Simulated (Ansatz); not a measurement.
# The perfect SiC wire along [110], 2 atoms a period, H-terminated, part 2 of 3

Aim: is the SiC wire along [110], 2 atoms a period, H-terminated a metal or a semiconductor?

Ansatz 0.2.0; DFT PBE, plane waves, PAW; relaxation of a wire's period (the session's first sound run).

So far. Step 2 (Relaxing the period): The cell's length comes to 3.155 Å with spin left out.

### Step 3. Bands of the perfect wire

This step: DFT PBE, plane waves, PAW; channels and complex bands of a perfect wire (Ansatz 0.2.0).

At the relaxed period the Bloch states of the perfect wire are found at each energy: those that move forward count the open channels, and those that decay describe how a disturbance dies away inside the wire itself. An energy step of 0.035 eV is under the 0.039 eV that the program asks for its thermal average at 300 K.

File input.yaml:

```yaml
crystal:
  lattice:
    - [9.39, 0.0, 0.0]
    - [0.0, 9.2, 0.0]
    - [0.0, 0.0, 3.1547205077]
  atoms:
    - { symbol: H, position: [0.362524864, 0.63139812, 0.0] }
    - { symbol: Si, position: [0.456773124, 0.500027171, 0.0] }
    - { symbol: C, position: [0.566705413, 0.500027171, 0.5] }
    - { symbol: H, position: [0.636549722, 0.403786148, 0.5] }
    - { symbol: H, position: [0.636549722, 0.596268194, 0.5] }
    - { symbol: H, position: [0.362524864, 0.368656222, 0.0] }
kpoints:
  mp_grid: { grid: [1, 1, 26] }
  band_path: { path: ["Γ", Z], npoints: 50 }
scf:
  occupations: { method: fermi_dirac, width: 0.05 }
hamiltonian:
  xc: pbe
output:
  transmission:
    e_range: [-2, 2]
    de: 0.035
    kmesh: [1, 1]
    reduced_basis: true
    leads: [[0, 0]]
  dos: { e_range: [-5, 4] }
  write_potential: true
  write_density: true
  volumetric_format: npy
  elf: true
```

The run is started by

```sh
$ ansatz run input.yaml --threads 8 --pin off --max-ram 16384MiB --backend cpu --events-out ev --progress --plain --runs-dir out
```

Numbers of over 12 decimals in the logs are rounded to 6 here.

What it wrote:

```text
[...]
Crystal: 6 atoms, lattice volume = 272.530 Å³
Basis set: ecut = 420 eV, 5331 PW (Γ)
Bands: 12, of which v1, the nominal top of the filled ones, is band 6 counted from 1 (5 counted from 0)
Symmetry: 4 space group operations
[...]
k-points: 14 of 26
[...]
SCF iter   1: F=—  HF=-950.927989 eV  |F-HF|=—  |Δ(HF+E_count)|=         —  Δρ=1.51e-3  dr2=7.39e-3  ethr=1.77e-3  ⟨swp⟩=6.6  Hψ=1406  notcnv=0
[...]
SCF iter   7: F=-950.937885 eV  HF=-950.937885 eV  |F-HF|=6.93e-9  |Δ(HF+E_count)|=   2.87e-8  Δρ=1.53e-6  dr2=6.59e-9  ethr=8.33e-10  ⟨swp⟩=9.5  Hψ=844  notcnv=0
SCF 1 converged in 7 iterations: F = -950.937885 eV  dr2 = 6.59e-9
[...]
NSCF: frozen V_eff on 51 k-points
transmission: 4 of 24 steps passed
transmission: 8 of 24 steps passed
[...]
transmission: 24 of 24 steps passed
WARN: The output density's exchange-correlation potential varies sharply where the density is thin. Do not read a vacuum level from v_tot or v_xc, or from such a field of the output density. On a cell that repeats whose density bears no net charge and no dipole along the vacuum's axis use v_es (v_loc + v_h of the components); under efield.dipole_correction with no amplitude use v_es + v_field, which holds any externa [...]
Second SCF, for the conductance: iteration 1, dr2 1.377e-8 eV
Second SCF, for the conductance: iteration 2, dr2 4.675e-9 eV
Second SCF, for the conductance: iteration 3, dr2 7.449e-10 eV
transmission: 4 of 24 steps passed
transmission: 8 of 24 steps passed
[...]
transmission: 24 of 24 steps passed
SCF converged after 7 iterations
Free energy (F): -950.937885 eV
[...]
Internal energy: -950.937885 eV  (E = F + TS)
E sigma→0 (E₀):  -950.937885 eV
Fermi energy:    -2.425644 eV
[...]
--- Band table (eV; the first three rows and the last of 14) ---
  k-point 0: bands = [... 2 lower, -9.4172, -6.4927, -6.1687, -4.9506, 0.1243, 0.8270, 1.2794, 1.5733, ... 2 higher]
  k-point 1: bands = [... 2 lower, -9.4062, -6.4884, -6.1737, -5.0389, 0.1579, 0.8675, 1.3097, 1.5943, ... 2 higher]
  k-point 2: bands = [... 2 lower, -9.3734, -6.4760, -6.1921, -5.2783, 0.2450, 0.9702, 1.3988, 1.6574, ... 2 higher]
  k-point 13: bands = [... 2 lower, -8.4582, -7.7590, -6.8858, -6.3388, 1.1305, 2.1707, 2.7574, 2.8581, ... 2 higher]
--- Transmission ---
  basis      : 753 plane waves across, 4 finite elements along
  points     : 1, standing for a mesh of 1 x 1
  filling    : by a second SCF (3 iterations) under fermi_dirac of width 0.025852 eV on a mesh of 1 x 1 x 42, whose Fermi level is -2.419603 eV
  energies   : 115 from -2.000000 to 1.990000 eV about the Fermi level, 0.035000 eV apart; the leads are filled to 0.000000 eV, and channels, transmission and decay are at -0.005000 eV
  crystal 0  : H4Si1C1, at the sites [0, 0], period 3.1547 Å: whole cells are its period
    offset         : up to 0.0000 Å between an atom of the period and one for which it stands
    channels       : 0.000000e0 a spin
    conductance    : none, crystal 0 has no channel at the energies, or these end too early or step too widely for 300 K: set another output.transmission.e_range or a lower de, or, where they end at an eighth of basis.ecutwfc, a higher one
    slowest decay  : 0.2820 /Å at (0.0000, 0.0000)
```

Elapsed: 72 s, on 8 threads of Intel Xeon Platinum 8488C (Sapphire Rapids), shared host; peak memory 0.94 GiB.

The column dr2 measures how far the density is from self-consistency, as an energy; F and HF (Harris–Foulkes) agree once it is small.

This step gave:

```yaml
channels_at_the_energy_nearest_the_fermi_level_one_spin: 0
slowest_decay_in_the_lead_at_the_energy_nearest_the_fermi_level: 0.282 Å⁻¹
band_gap: 5.075 eV
```

The open channels of the lead, one spin stays at 0 for energy from -2 to 1.99 eV.

The slowest values at each energy, most degenerate partners merged, listed up to 1.5 1/Å. Table of Im kz of the slowest decaying states by energy, zero at the Fermi level:

```
energy (eV)  decay 1 (Å⁻¹)  decay 2 (Å⁻¹)  decay 3 (Å⁻¹)  decay 4 (Å⁻¹)
     -2.000          0.173          0.637          0.688           1.15
     -1.790          0.198          0.642          0.695           1.12
     -1.615          0.215          0.645          0.700           1.10
     -1.405          0.232          0.647          0.704           1.08
     -1.195          0.245          0.647          0.706           1.05
     -0.985          0.256          0.646          0.707           1.02
     -0.810          0.264          0.644          0.706          0.998
     -0.600          0.271          0.640          0.705          0.969
     -0.390          0.276          0.635          0.702          0.939
     -0.215          0.279          0.630          0.699          0.913
     -0.005          0.282          0.623          0.694          0.881
      0.205          0.283          0.614          0.689          0.848
      0.415          0.283          0.605          0.682          0.813
      0.590          0.282          0.596          0.676          0.783
      0.800          0.279          0.585          0.668          0.745
      1.010          0.274          0.572          0.659          0.705
      1.185          0.269          0.560          0.650          0.670
      1.395          0.261          0.545          0.625          0.639
      1.605          0.250          0.528          0.576          0.627
      1.815          0.236          0.510          0.523          0.614
```

The electronic bands at the labelled points (eV, zero at the Fermi level):

```
  point  band 3  band 4  band 5  band 6  band 7  band 8  band 9  band 10
      Γ   -6.99   -4.07   -3.74   -2.52    2.55    3.25    3.71     4.00
halfway   -6.57   -4.75   -3.94   -3.80    3.29    4.00    4.72     4.87
      Z   -6.03   -5.33   -4.46   -3.91    3.56    4.60    5.18     5.28
```

The electronic bands as a text plot (rows in eV, shown from -7.0 to 5.1 only):

```
    4.9 |+++     ++++++++      ++++++++++++++++++++++++++++
    4.4 |++++++++   +++++++++++++++     +++++++++         +++++++
    3.9 |+++++++++++++++++++++++++++++++
    3.4 |++++++++++++++++      ++++++++++++++++++++++++++++++++++
    2.9 |     +++++++++++++++++
    2.4 |+++++
    1.8 |
    1.3 |
    0.8 |
    0.3 |
   -0.2 |
   -0.7 |
   -1.2 |
   -1.7 |
   -2.2 |
   -2.7 |**********
   -3.2 |          ******
   -3.7 |********************************************************
   -4.2 |************************           *********************
   -4.7 |                        *******
   -5.2 |                               *************************
   -5.7 |
   -6.2 |                               *************************
   -6.7 |*******************************
         Γ                                                      Z
```

Electrostatic potential energy in the ca plane at fractional y = 0.500, with atoms of Si and C within 0.2 Å of it. With pseudopotentials it is smooth inside the atoms' cores, unlike the true potential.

Ten even steps from '0' (-59 eV) to '9' (2 eV), each cell a mean:
```
9999999999999999
9999999999999999
9999999999999999
9999999999999999
9999999999999999
9999999999999999
9999999999999999
9999999999999999
9999987656789999
9999862000268999
6778851000158877
1235776444677532
0002688888886200
0013689999986310
3457889999988754
8888999999999888
9999999999999999
9999999999999999
9999999999999999
9999999999999999
9999999999999999
9999999999999999
9999999999999999
9999999999999999
```
Columns run along c (3.2 Å; values clipped at the 3rd and 97th percentile), rows up along a (9.4 Å). Atoms in or near the plane, at fractional coordinates: Si at (0.00, 0.46), C at (0.50, 0.57).

Valence density in the ca plane at fractional y = 0.500, with atoms of Si and C within 0.2 Å of it. It is the smooth field of the valence electrons, not physical close to the nuclei.

Ten even steps from '0' (0.0 e/Å³) to '9' (1.8 e/Å³), each cell a mean:
```
0000000000000000
0000000000000000
0000000000000000
0000000000000000
0000000000000000
0000000000000000
0000000000000000
0000001111100000
0000123555321000
0112357898753211
1123479999974321
1123456777654321
0012333333333210
0011111111111110
1111000000000111
1110000000000011
0000000000000000
0000000000000000
0000000000000000
0000000000000000
0000000000000000
0000000000000000
0000000000000000
0000000000000000
```
Columns run along c (3.2 Å), rows up along a (9.4 Å). Atoms in or near the plane, at fractional coordinates: Si at (0.00, 0.46), C at (0.50, 0.57).

ELF in the ca plane at fractional y = 0.500, with atoms of Si and C within 0.2 Å of it. It is the smooth field of the valence electrons, not physical close to the nuclei.

Values, 24 rows by 16 columns, each cell a mean:
```
0.00 0.00 0.00 0.00 0.00 0.00 0.00 0.00 0.00 0.00 0.00 0.00 0.00 0.00 0.00 0.00
0.00 0.00 0.00 0.00 0.00 0.00 0.00 0.00 0.00 0.00 0.00 0.00 0.00 0.00 0.00 0.00
0.00 0.00 0.00 0.00 0.00 0.00 0.00 0.00 0.00 0.00 0.00 0.00 0.00 0.00 0.00 0.00
0.00 0.00 0.00 0.00 0.00 0.01 0.01 0.01 0.01 0.01 0.01 0.01 0.00 0.00 0.00 0.00
0.00 0.00 0.00 0.01 0.02 0.02 0.03 0.03 0.03 0.03 0.03 0.02 0.02 0.01 0.00 0.00
0.00 0.00 0.01 0.02 0.04 0.07 0.09 0.11 0.11 0.11 0.09 0.07 0.04 0.02 0.01 0.00
0.01 0.01 0.03 0.07 0.13 0.18 0.23 0.26 0.27 0.26 0.23 0.18 0.13 0.07 0.03 0.01
0.02 0.03 0.08 0.16 0.26 0.36 0.45 0.50 0.52 0.50 0.45 0.36 0.26 0.16 0.08 0.03
0.08 0.12 0.22 0.35 0.45 0.53 0.59 0.61 0.61 0.61 0.59 0.53 0.45 0.35 0.22 0.12
0.27 0.35 0.53 0.66 0.69 0.66 0.50 0.27 0.18 0.27 0.50 0.66 0.69 0.66 0.53 0.35
0.41 0.56 0.79 0.89 0.89 0.85 0.64 0.25 0.11 0.25 0.64 0.85 0.89 0.89 0.79 0.56
0.24 0.40 0.75 0.92 0.95 0.94 0.88 0.74 0.65 0.74 0.88 0.94 0.95 0.92 0.75 0.40
0.37 0.27 0.35 0.64 0.82 0.86 0.84 0.78 0.75 0.78 0.84 0.86 0.82 0.64 0.35 0.27
0.26 0.19 0.14 0.23 0.40 0.50 0.50 0.47 0.45 0.47 0.50 0.50 0.40 0.23 0.14 0.19
0.33 0.32 0.30 0.27 0.25 0.20 0.16 0.13 0.12 0.13 0.16 0.20 0.25 0.27 0.30 0.32
0.46 0.44 0.40 0.32 0.22 0.13 0.06 0.03 0.02 0.03 0.06 0.13 0.22 0.32 0.40 0.44
0.31 0.30 0.27 0.21 0.14 0.07 0.03 0.01 0.01 0.01 0.03 0.07 0.14 0.21 0.27 0.30
0.14 0.13 0.12 0.09 0.06 0.03 0.01 0.01 0.00 0.01 0.01 0.03 0.06 0.09 0.12 0.13
0.05 0.05 0.04 0.03 0.02 0.01 0.01 0.00 0.00 0.00 0.01 0.01 0.02 0.03 0.04 0.05
0.02 0.02 0.01 0.01 0.01 0.00 0.00 0.00 0.00 0.00 0.00 0.00 0.01 0.01 0.01 0.02
0.00 0.00 0.00 0.00 0.00 0.00 0.00 0.00 0.00 0.00 0.00 0.00 0.00 0.00 0.00 0.00
0.00 0.00 0.00 0.00 0.00 0.00 0.00 0.00 0.00 0.00 0.00 0.00 0.00 0.00 0.00 0.00
0.00 0.00 0.00 0.00 0.00 0.00 0.00 0.00 0.00 0.00 0.00 0.00 0.00 0.00 0.00 0.00
0.00 0.00 0.00 0.00 0.00 0.00 0.00 0.00 0.00 0.00 0.00 0.00 0.00 0.00 0.00 0.00
```
Columns run along c (3.2 Å), rows up along a (9.4 Å). Atoms in or near the plane, at fractional coordinates: Si at (0.00, 0.46), C at (0.50, 0.57).

By hand: a barrier of this wire, of length L, would pass T ∝ exp(−2κL) at this energy; with κ = 0.282 Å⁻¹ one decade takes ln 10 / (2κ) = 4.08 Å.

At the computed energy nearest the Fermi level there are 0 channels a spin; the gap is 5.07 eV.

### Step 4. Levels at the same atoms, level LDA, cutoff 420 eV

This step: DFT LDA, plane waves, PAW; bands of a perfect wire at the PBE geometry (Ansatz 0.2.0).

The atoms stay at the PBE geometry and the functional changes. At fixed atoms LDA and the gradient-corrected functionals usually give like bands; this run checks that. Against the first PBE run of this kind, the mesh along the wire has 20 points against 26.

input.yaml, the sections that differ from step 3:

```yaml
kpoints:
  mp_grid: { grid: [1, 1, 20] }
  band_path: { path: ["Γ", Z], npoints: 50 }
hamiltonian:
  xc: lda
# crystal, scf: as in step 3
# output: removed
```

What it wrote:

```text
[...]
Crystal: 6 atoms, lattice volume = 272.530 Å³
Basis set: ecut = 420 eV, 5331 PW (Γ)
Bands: 12, of which v1, the nominal top of the filled ones, is band 6 counted from 1 (5 counted from 0)
Symmetry: 4 space group operations
[...]
k-points: 11 of 20
[...]
SCF iter   1: F=—  HF=-914.329142 eV  |F-HF|=—  |Δ(HF+E_count)|=         —  Δρ=4.28e-3  dr2=3.83e-2  ethr=1.77e-3  ⟨swp⟩=6.9  Hψ=1107  notcnv=0
[...]
SCF iter   7: F=-914.330135 eV  HF=-914.330135 eV  |F-HF|=1.14e-8  |Δ(HF+E_count)|=   1.50e-7  Δρ=1.10e-6  dr2=4.14e-9  ethr=8.33e-10  ⟨swp⟩=8.4  Hψ=633  notcnv=0
SCF 1 converged in 7 iterations: F = -914.330135 eV  dr2 = 4.14e-9
[...]
SCF converged after 7 iterations
Free energy (F): -914.330135 eV
[...]
Internal energy: -914.330135 eV  (E = F + TS)
E sigma→0 (E₀):  -914.330135 eV
Fermi energy:    -2.568172 eV
[...]
--- Band table (eV; the first three rows and the last of 11) ---
  k-point 0: bands = [... 2 lower, -9.5032, -6.5047, -6.2320, -5.0968, -0.0222, 0.7608, 1.2092, 1.5387, ... 2 higher]
  k-point 1: bands = [... 2 lower, -9.4839, -6.4970, -6.2404, -5.2452, 0.0437, 0.8239, 1.2593, 1.5740, ... 2 higher]
  k-point 2: bands = [... 2 lower, -9.4269, -6.4753, -6.2790, -5.6189, 0.1990, 0.9642, 1.4073, 1.6799, ... 2 higher]
  k-point 10: bands = [... 2 lower, -8.4980, -7.8766, -6.9822, -6.3490, 0.8339, 1.9121, 2.5678, 2.5825, ... 2 higher]
```

Elapsed: 2.5 s, on 8 threads; peak memory 0.59 GiB; 13 s of CPU time.

The electronic bands at the labelled points (eV, zero at the Fermi level):

```
  point  band 3  band 4  band 5  band 6  band 7  band 8  band 9  band 10
      Γ   -6.93   -3.94   -3.66   -2.53    2.55    3.33    3.78     4.11
halfway   -6.50   -4.76   -3.80   -3.73    3.33    3.93    4.79     4.95
      Z   -5.93   -5.31   -4.41   -3.78    3.40    4.48    5.14     5.15
```

The electronic bands as a text plot (rows in eV, shown from -6.9 to 5.1 only):

```
    4.9 |++++    ++++++++++++++++++++++++++++++++ +++++++++++++++
    4.4 |+++++++++++++++++++++++++        +++++++++++++++++++++++
    3.9 |+++++++++++++++++++++++++++++++++
    3.4 |+++++++++++++++       ++++++++++++++++++++++++++++++++++
    2.9 |      ++++++++++++++++
    2.4 |++++++
    1.9 |
    1.4 |
    0.9 |
    0.4 |
   -0.1 |
   -0.6 |
   -1.1 |
   -1.6 |
   -2.2 |
   -2.7 |**********
   -3.2 |          ******
   -3.7 |********************************************************
   -4.2 |**********       *******           *********************
   -4.7 |                        *******
   -5.2 |                               *************************
   -5.7 |
   -6.2 |                               *************************
   -6.7 |*******************************
         Γ                                                      Z
```

The gap is 5.07 eV, against 5.07 eV under PBE at the relaxed period.

### Step 5. Another level of theory, level PBEsol, cutoff 420 eV

This step: DFT PBEsol, plane waves, PAW; bands of a perfect wire at the PBE geometry (Ansatz 0.2.0).

The atoms stay at the PBE geometry and the functional changes. At fixed atoms LDA and the gradient-corrected functionals usually give like bands; this run checks that. Against the first PBE run of this kind, the mesh along the wire has 20 points against 26.

input.yaml, as its differences from that of step 4:

```diff
@@ -18,2 +18,2 @@
 hamiltonian:
-  xc: lda
+  xc: pbesol
```

What it wrote:

```text
[...]
Crystal: 6 atoms, lattice volume = 272.530 Å³
Basis set: ecut = 420 eV, 5331 PW (Γ)
Bands: 12, of which v1, the nominal top of the filled ones, is band 6 counted from 1 (5 counted from 0)
Symmetry: 4 space group operations
[...]
k-points: 11 of 20
[...]
--- Band table (eV; the first three rows and the last of 11) ---
  k-point 0: bands = [... 2 lower, -9.3845, -6.4062, -6.1081, -4.9388, 0.1548, 0.8538, 1.3573, 1.6537, ... 2 higher]
  k-point 1: bands = [... 2 lower, -9.3655, -6.3988, -6.1171, -5.0876, 0.2160, 0.9215, 1.4100, 1.6892, ... 2 higher]
  k-point 2: bands = [... 2 lower, -9.3094, -6.3779, -6.1566, -5.4631, 0.3607, 1.0769, 1.5605, 1.7954, ... 2 higher]
  k-point 10: bands = [... 2 lower, -8.3996, -7.7476, -6.8567, -6.2570, 1.0781, 2.1306, 2.7958, 2.8151, ... 2 higher]
[key lines of the parts left out:]
SCF converged after 6 iterations
Free energy (F): -931.290380 eV
Fermi energy:    -2.401640 eV
```

It took 2.1 s on 8 threads; peak memory 0.57 GiB.

The gap is 5.09 eV, against 5.07 eV under PBE at the relaxed period.

### Step 6. Another level of theory, level r2SCAN, cutoff 500 eV

This step: DFT r2SCAN, plane waves, PAW; bands of a perfect wire at the PBE geometry (Ansatz 0.2.0).

The atoms stay at the PBE geometry and the functional changes. r2SCAN also reads the kinetic-energy density; it often gives larger moments and wider gaps than PBE, at a higher cost. Against the first PBE run of this kind, the cutoff is 500 eV against 420 and the mesh along the wire has 20 points against 26.

input.yaml, as its differences from that of step 5:

```diff
@@ -18,2 +18,2 @@
 hamiltonian:
-  xc: pbesol
+  xc: r2scan
```

What it wrote:

```text
[...]
Crystal: 6 atoms, lattice volume = 272.530 Å³
Basis set: ecut = 500 eV, 6957 PW (Γ), exchange–correlation on 288×288×96 points (64 copies of the dense FFT grid, shifted against one another)
Bands: 12, of which v1, the nominal top of the filled ones, is band 6 counted from 1 (5 counted from 0)
Symmetry: 4 space group operations
[...]
k-points: 11 of 20
[...]
--- Band table (eV; the first three rows and the last of 11) ---
  k-point 0: bands = [... 2 lower, -9.8354, -6.8321, -6.4719, -5.1777, 0.6247, 1.3555, 1.9977, 2.2892, ... 2 higher]
  k-point 1: bands = [... 2 lower, -9.8161, -6.8249, -6.4821, -5.3263, 0.6987, 1.4166, 2.0659, 2.3248, ... 2 higher]
  k-point 2: bands = [... 2 lower, -9.7589, -6.8047, -6.5239, -5.7055, 0.8713, 1.5624, 2.2499, 2.4312, ... 2 higher]
  k-point 10: bands = [... 2 lower, -8.8387, -8.0983, -7.2270, -6.6895, 1.4617, 2.5756, 3.2691, 3.3470, ... 2 higher]
[key lines of the parts left out:]
SCF converged after 7 iterations
Free energy (F): -955.255685 eV
Fermi energy:    -2.283658 eV
```

Run time: 9.4 s. Hardware: 8 threads; peak memory 1.1 GiB.

The gap is 5.80 eV, against 5.07 eV under PBE at the relaxed period.

### Step 7. Comparing the runs

Times are for 8 threads of Intel Xeon Platinum 8488C (Sapphire Rapids), shared host. The series side by side:

```
no.   level  band gap (eV)   time  memory (GiB)
  1     LDA          5.075  2.5 s          0.59
  2  PBEsol          5.094  2.1 s          0.57
  3  r2SCAN          5.802  9.4 s           1.1
```

[end of part 2 of 3]

[Logs are printed without paths, hosts, clocks, repeated set-up lines and the standing remarks that a program may print on its own settings, such as how far it seeks lower states.]

[Hosts, paths, dates, database ids (printed as entryN), source tags and the programs' standing remarks are cut or masked in the printed files.]
